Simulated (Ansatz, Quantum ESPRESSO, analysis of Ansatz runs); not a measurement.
# Migration in Li5AuO4 (C2/m): V_Li hop (2.4 Å), charge −1, part 2 of 2

Wanted: path and barrier of a jump of Li in Li5AuO4 (C2/m) at charge −1. The case: V_Li hop (2.4 Å), in a cell of 80 host atoms with 1 Li taken out.

Ansatz 0.2.0; plane-wave PAW DFT, PBEsol; nudged elastic band between two relaxed defect structures at fixed charge in a uniform background.

So far, barrier forward (eV): step 4 (nudged elastic band, charge −1, PBEsol) 0.378; step 6 (barrier from single points, PBEsol, denser k-mesh) 0.380; step 8 (barrier from single points, r2SCAN) 0.397; step 10 (barrier from single points, HSE06) 0.352.

**11. Single point at the top of the path, PBEsol**

A single point at the top of the band gives the levels near the gap and the populations there.

This step: plane-wave PAW DFT, PBEsol; single point of a defect supercell on a structure of the PBEsol path.

File qm1.top.probe/input.yaml:

```yaml
crystal:
  lattice:
    - [9.40268524, 0.0, -0.02548652]
    - [0.0, 9.40405317, 0.0]
    - [-2.07562506, 0.0, 9.16358709]
  atoms:
    - { symbol: Li, position: [-0.00088293, 0.78972936, 0.2503613] }
    - { symbol: Li, position: [0.25211222, 0.28378168, 0.24278995] }
[... 12 atom lines left out ...]
    - { symbol: O, position: [0.13223579, 0.35269965, 0.37033688] }
[... 4 atom lines left out ...]
    - { symbol: O, position: [0.38454845, 0.13444683, 0.35364732] }
[... 1 atom line left out ...]
    - { symbol: Li, position: [0.23943125, 0.28338631, 0.74646635] }
[... 3 atom lines left out ...]
    - { symbol: Li, position: [0.37487004, 0.25659254, 0.49373077] }
[... 3 atom lines left out ...]
    - { symbol: Li, position: [0.24546087, 0.50066303, 0.50657396] }
[... 3 atom lines left out ...]
    - { symbol: O, position: [0.36544058, 0.36464216, 0.64469406] }
[... 12 atom lines left out ...]
    - { symbol: Li, position: [0.51060624, 0.21411413, 0.25089452] }
[... 7 atom lines left out ...]
    - { symbol: O, position: [0.63233898, 0.35886235, 0.36300395] }
[... 10 atom lines left out ...]
    - { symbol: Li, position: [0.4963816, 0.21404298, 0.75089087] }
[... 1 atom line left out ...]
    - { symbol: Li, position: [0.50306084, 0.00063891, 0.4936497] }
[... 7 atom lines left out ...]
    - { symbol: O, position: [0.62072578, 0.14558416, 0.62768007] }
[... 2 atom lines left out ...]
    - { symbol: O, position: [0.86637001, 0.14729575, 0.87494552] }
total_charge: -1
basis:
  ecutwfc: 420
  xc_grid: 2
hamiltonian:
  xc: pbesol
kpoints:
  mp_grid: { grid: [1, 1, 1], shift: [0.25, 0.25, 0.25] }
scf:
  occupations: { method: fixed }
  max_iter: 150
output:
  forces: true
  eigenvalues: true
  eigenstates: { localisation: true }
  populations: true
  write_density: true
  write_potential: true
  volumetric_format: npy
  elf: true
checkpoint:
  write: "../qm1.top.probe.run"
  compress: false
  write_wavefunctions: false
  write_every: 100000
```

The run is started by

```sh
$ ansatz run input.yaml --threads 4 --pin off --max-ram 15073MiB --backend cpu --events-out ev --progress --plain --runs-dir out
```

Run time: 27 s. Hardware: 4 threads of Arm Neoverse V1, shared host; peak memory 1.5 GiB; 1.7 min of CPU time.

This step gave:

* free energy: -129955.0610 eV

From eigenstates.tsv, first k-point; energies on the run's zero. The participation number counts the atoms that a state is spread over, of 79; bands count from 0.

```csv
spin,band,energy (eV),occupation,participation,largest share on,share
both,225,5.121,2.00,33.9,Au71,0.07
both,226,5.157,2.00,34.6,Au71,0.07
both,227,5.195,2.00,31.5,Au51,0.07
both,228,5.225,2.00,26.8,O55,0.09
both,229,5.235,2.00,29.6,O37,0.07
both,230,5.280,2.00,27.2,O37,0.09
both,231,7.841,0.00,12.8,Au52,0.17
both,232,7.897,0.00,20.1,Au11,0.15
both,233,7.905,0.00,24.5,Au31,0.11
both,234,7.973,0.00,24.1,Au71,0.11
both,235,8.016,0.00,18.0,Au32,0.15
```

Under PBEsol at one point at (¼, ¼, ¼), the highest filled state is spread over 27 of 79 atoms, and the lowest empty one, 2.56 eV above it, is spread over 13 of 79 atoms.

Löwdin populations of the atoms near the centre, and their excess over far atoms of the same element, which can also hold differences between inequivalent host sites (the log counts sites from 0):

```csv
atom,distance from the centre (Å),electrons,excess
Li26,0.08,2.247,-0.038
O34,1.75,7.068,-0.011
O20,1.77,7.068,-0.011
Li66,2.40,2.294,0.008
Li2,2.46,2.295,0.009
O15,2.53,7.037,-0.043
O76,2.55,7.036,-0.043
Li68,2.64,2.287,0.001
```

ELF in the bc plane at fractional x = 0.375, through the centre, with atoms of O and Li within 0.45 Å of it. It is the smooth field of the valence electrons, not physical close to the nuclei.

Ten even steps from '_' (0.13 × 1e-1) to '@' (9.42 × 1e-1), each cell a mean:
```
__--##%%%%**::__..::::..______..::..__..==##%%##++..
__++%%%%%%%%**..______________________==##%%%%%%**..
..++%%++++%%##--________......______::**%%**==####::
..==##**##%%##::______..::--::..____..**%%%%**##++..
::::++##%%##==..__......::----::..____::**%%##**--::
--::::--==--....====--::::--::::::::..__::====::::::
--::....____..++%%%%##==::::::--++##**--____....::--
--::..______==%%%%******::..::**##%%%%##--____..::--
....______..++%%%%++**##--__--##++==%%%%==..____....
____________::++%%%%%%##--__==%%##**%%##--__________
____________--::--##%%**..__--##%%%%##==..__________
____::::__--@@%%::::==::____..==**++--..__::----::__
__::++**--..##@@::____________......__..==**####==..
__==%%%%%%==....____________________..==##%%%%%%**..
..++%%####%%++..____________________::**%%**==##**..
..++##==**%%##::______..::::::..____..**%%##**##++..
..--####%%%%++..____..::------..______--##%%##**--..
::::==**##++..__..::..::----::..::::..__::====::::::
--::..::::....--****==::::::::--++**++::____....::--
--::..______--##%%%%##==....::**##%%%%**::____..::--
::..______..++%%##==****::..==##++++%%%%==______..::
__________..++%%##**####::__==%%##**%%##--__________
____________::**%%%%%%**::__--##%%%%##==..__________
__..--==--..__::++##**==____::++****--..__::====::__
```
Columns run along b (9.4 Å), rows up along c (9.4 Å). Atoms in or near the plane, at fractional coordinates: O at (0.35, 0.12), O at (0.85, 0.37), O at (0.65, 0.12), O at (0.13, 0.35), Li at (0.26, 0.49), O at (0.36, 0.64), O at (0.85, 0.88), O at (0.65, 0.63), O at (0.14, 0.88).

Electrostatic potential energy in the bc plane at fractional x = 0.375, through the centre, with atoms of O and Li within 0.45 Å of it. With pseudopotentials it is smooth inside the atoms' cores, unlike the true potential.

Ten even steps from '_' (-37 eV) to '@' (10 eV), each cell a mean:
```
@@@@@@@@@@@@@@@@@@@@@@@@@@@@@@@@@@@@@@@@@@@@@@@@@@@@
@@@@##--::##@@@@@@@@@@@@@@@@@@@@@@@@@@@@%%==::++@@@@
@@@@--____--@@@@@@@@@@@@@@@@@@@@@@@@@@@@**____..##@@
@@@@++....++@@@@@@@@@@@@@@@@@@@@@@@@@@@@##::__::%%@@
%%@@%%####@@@@@@@@@@@@@@@@@@@@@@@@@@@@@@@@%%##%%@@%%
%%@@@@@@@@@@@@@@@@@@@@@@@@%%@@@@@@@@@@@@@@@@@@@@@@%%
@@@@@@@@@@@@@@@@%%**##%%%%%%%%@@@@@@@@@@@@@@@@@@@@@@
@@@@@@@@@@@@@@@@--__..**@@@@@@##--::**@@@@@@@@@@@@@@
@@@@@@@@@@@@@@%%::____++@@@@@@++____::@@@@@@@@@@@@@@
@@@@@@@@@@@@@@@@**--==%%@@@@@@**..__==@@@@@@@@@@@@@@
@@@@@@@@@@##****%%@@@@@@@@@@@@@@####%%@@@@@@@@@@@@@@
@@@@@@@@@@++::::**@@@@@@@@@@@@@@@@@@@@@@@@@@@@@@@@@@
@@@@@@@@@@**----**@@@@@@@@@@@@@@@@@@@@@@@@@@@@@@@@@@
@@@@@@####%%####%%@@@@@@@@@@@@@@@@@@@@@@%%==--**@@@@
@@@@==....**@@@@@@@@@@@@@@@@@@@@@@@@@@@@**____::%%@@
@@%%::____++@@@@@@@@@@@@@@@@@@@@@@@@@@@@##..__--%%@@
%%%%++::--%%@@@@@@@@@@@@@@@@@@@@@@@@@@@@@@##**%%@@%%
%%@@@@@@@@@@@@@@@@@@@@@@@@@@@@@@@@@@@@@@@@@@@@@@@@%%
@@@@@@@@@@@@@@@@@@@@@@@@%%%%@@@@@@@@@@@@@@@@@@@@@@@@
@@@@@@@@@@@@@@@@++--++%%@@%%@@##==--##@@@@@@@@@@@@@@
@@@@@@@@@@@@@@##..__..##@@@@@@==____--@@@@@@@@@@@@@@
@@@@@@@@@@@@@@##..__::%%@@@@@@++..__==@@@@@@@@@@@@@@
@@@@@@@@@@@@@@@@##**##@@@@@@@@@@##**%%@@@@@@@@@@@@@@
@@@@@@@@@@@@@@@@@@@@@@@@@@@@@@@@@@@@@@@@@@@@@@@@@@@@
```
Columns run along b (9.4 Å; values clipped at the 3rd and 97th percentile), rows up along c (9.4 Å). Atoms in or near the plane, at fractional coordinates: O at (0.35, 0.12), O at (0.85, 0.37), O at (0.65, 0.12), O at (0.13, 0.35), Li at (0.26, 0.49), O at (0.36, 0.64), O at (0.85, 0.88), O at (0.65, 0.63), O at (0.14, 0.88).

Valence density in the bc plane at fractional x = 0.375, through the centre, with atoms of O and Li within 0.45 Å of it. It is the smooth field of the valence electrons, not physical close to the nuclei.

Ten steps, logarithmic in the rise over the least value, from '0' (0.0 e/Å³) to '9' (6.8 e/Å³), each cell a mean:
```
12344321111000001111344421
23688631000000000012578742
24799742000000000013699853
34799741000111110013689853
33566421111222211112456543
33333212233333322221233333
22111113566444344542111122
11100125898643457864210011
00000025899643479985200000
00000024687532368974200000
00000255444311246653100000
00011599521100123321112100
01233598400000001111344321
13566444100000000012578642
24798631000000000013699853
35899731000011100013689853
44688531001122211112466543
43454321122233322211233334
32222112444334334432111223
21100124776433457863110112
10000136998633479984200001
00000135898532479974200000
00000124676421246653100000
00122112333210123321122110
```
Columns run along b (9.4 Å), rows up along c (9.4 Å). Atoms in or near the plane, at fractional coordinates: O at (0.35, 0.12), O at (0.85, 0.37), O at (0.65, 0.12), O at (0.13, 0.35), Li at (0.26, 0.49), O at (0.36, 0.64), O at (0.85, 0.88), O at (0.65, 0.63), O at (0.14, 0.88).

The distance between the highest filled and the lowest empty level goes from 2.52 eV at the start to 2.56 eV at the top.

**12. Summary of results**

* barrier forward: 0.38 eV
* barrier backward: 0.38 eV
* end less start: 0.00 eV
* hop length: 2.08 Å
* band iterations, as the log counts them: 5
* barrier from single points, PBEsol, denser k-mesh: 0.38 eV
* barrier from single points, r2SCAN: 0.40 eV
* barrier from single points, HSE06: 0.35 eV

The top of the band lies 0.38 eV above the start and 0.38 eV above the end, which are alike in energy and neighbours. With an assumed prefactor of 1e13 per second it gives one hop a second along this one path at about 150 K; whether such hops link up through the crystal wasn't checked. At the top Li26 stands 1.76 Å from its nearest O, 0.12 Å closer than at the start. Across functionals on this path (PBEsol 0.378, r2SCAN 0.397 and HSE06 0.352 eV) the forward values spread by 0.045 eV. The order of the top as a saddle was not checked for all atoms, so a bent path could be lower. No image-charge correction is applied; it largely cancels along a path if the charge stays localised alike. What this leaves open: one k-point off the zone centre stands for the whole zone; spin–orbit coupling, which can matter with heavy atoms, is left out.

[Logs are printed without paths, hosts, clocks, repeated set-up lines and the standing remarks that a program may print on its own settings, such as how far it seeks lower states.]

[Hosts, paths, dates, database ids (printed as entryN), source tags and the programs' standing remarks are cut or masked in the printed files.]
